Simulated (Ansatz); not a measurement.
Entries from a set of simulations; values are calculated unless marked as measured.

```xyz
12
Lattice="4.699 0.000 0.000 0.000 5.729 0.000 -0.053 0.000 4.936" Properties=species:S:1:pos:R:3 pbc="T T T" subject="ZnWO4 (P2/c): band gap by G0W0 on HSE06" method="G0W0 on HSE06, plane waves, PAW (and 1 further level or step)" program="Ansatz 0.2.0" settings_of_one_run="cutoff 420 eV, 4×2×4 k-mesh, default PAW, empty bands 283, screening cutoff 96 eV, screening contour deformation, QP bands (v4, c4)" cost="2 runs, 2.4 min in all on 1 × NVIDIA H100 80GB HBM3 (shared by 6 runs) with 3 threads of AMD EPYC 7R13 (Zen 3), shared host (the runs of this entry)" notes="In doubt: masses and optical values from hybrid runs of this build are listed as unsure (in some of the runs), which bears on the screening that GW takes from such a start. The cell and positions come from the Crystallography Open Database and are kept as given unless a step says otherwise. Limits: d shell near the gap, gap tends to lie low; no spin-orbit coupling. Bands and cutoff are finite, so the gap is not at the basis limit. The miss can reach some tenths of an eV and take either sign; the mesh is an error of its own. The 4×2×4 mesh is coarse for this cell (its supercell is 11 Å along the shortest edge). The RPA ε∞ on it, from the HSE06 start, is 3.86, 3.89 and 4.29; such meshes misread the long-range screening, most where the gap is narrow." hse06_gap="4.41 eV, indirect (only 13 meV under the direct gap)" g0w0_gap_on_the_mesh="4.87 eV, from k = (0.250, 0.000, -0.250) to k = (0.000, -0.500, 0.000)" gw_settings="4×2×4 mesh, 283 empty bands, screening to 96 eV" known_limits="not at the basis limit; d shell near the gap, gap tends to lie low; no spin-orbit coupling; coarse k mesh"
Zn    2.336    3.919    1.234
Zn    2.310    1.810    3.702
W    -0.013    1.046    1.234
W    -0.040    4.683    3.702
O     0.970    0.602    4.622
O     3.650    0.602    2.783
O     3.676    5.127    0.314
O     0.996    5.127    2.154
O     1.184    2.164    1.973
O     3.488    2.164    0.496
O     3.462    3.565    2.964
O     1.158    3.565    4.441
```

[Paths, hosts, dates, memory and timing lines, banners, echoed tables and standing remarks are left out of the program output.]

[Logs are printed without paths, hosts, clocks, repeated set-up lines and the standing remarks that a program may print on its own settings, such as how far it seeks lower states.]

[Runs of the session that timed out or met a known fault of the program may be left out.]

[Cells called generated may have been cut or substituted from an entry of the Crystallography Open Database or the Materials Project.]

[Hosts, paths, dates, database ids (printed as entryN), source tags and the programs' standing remarks are cut or masked in the printed files.]
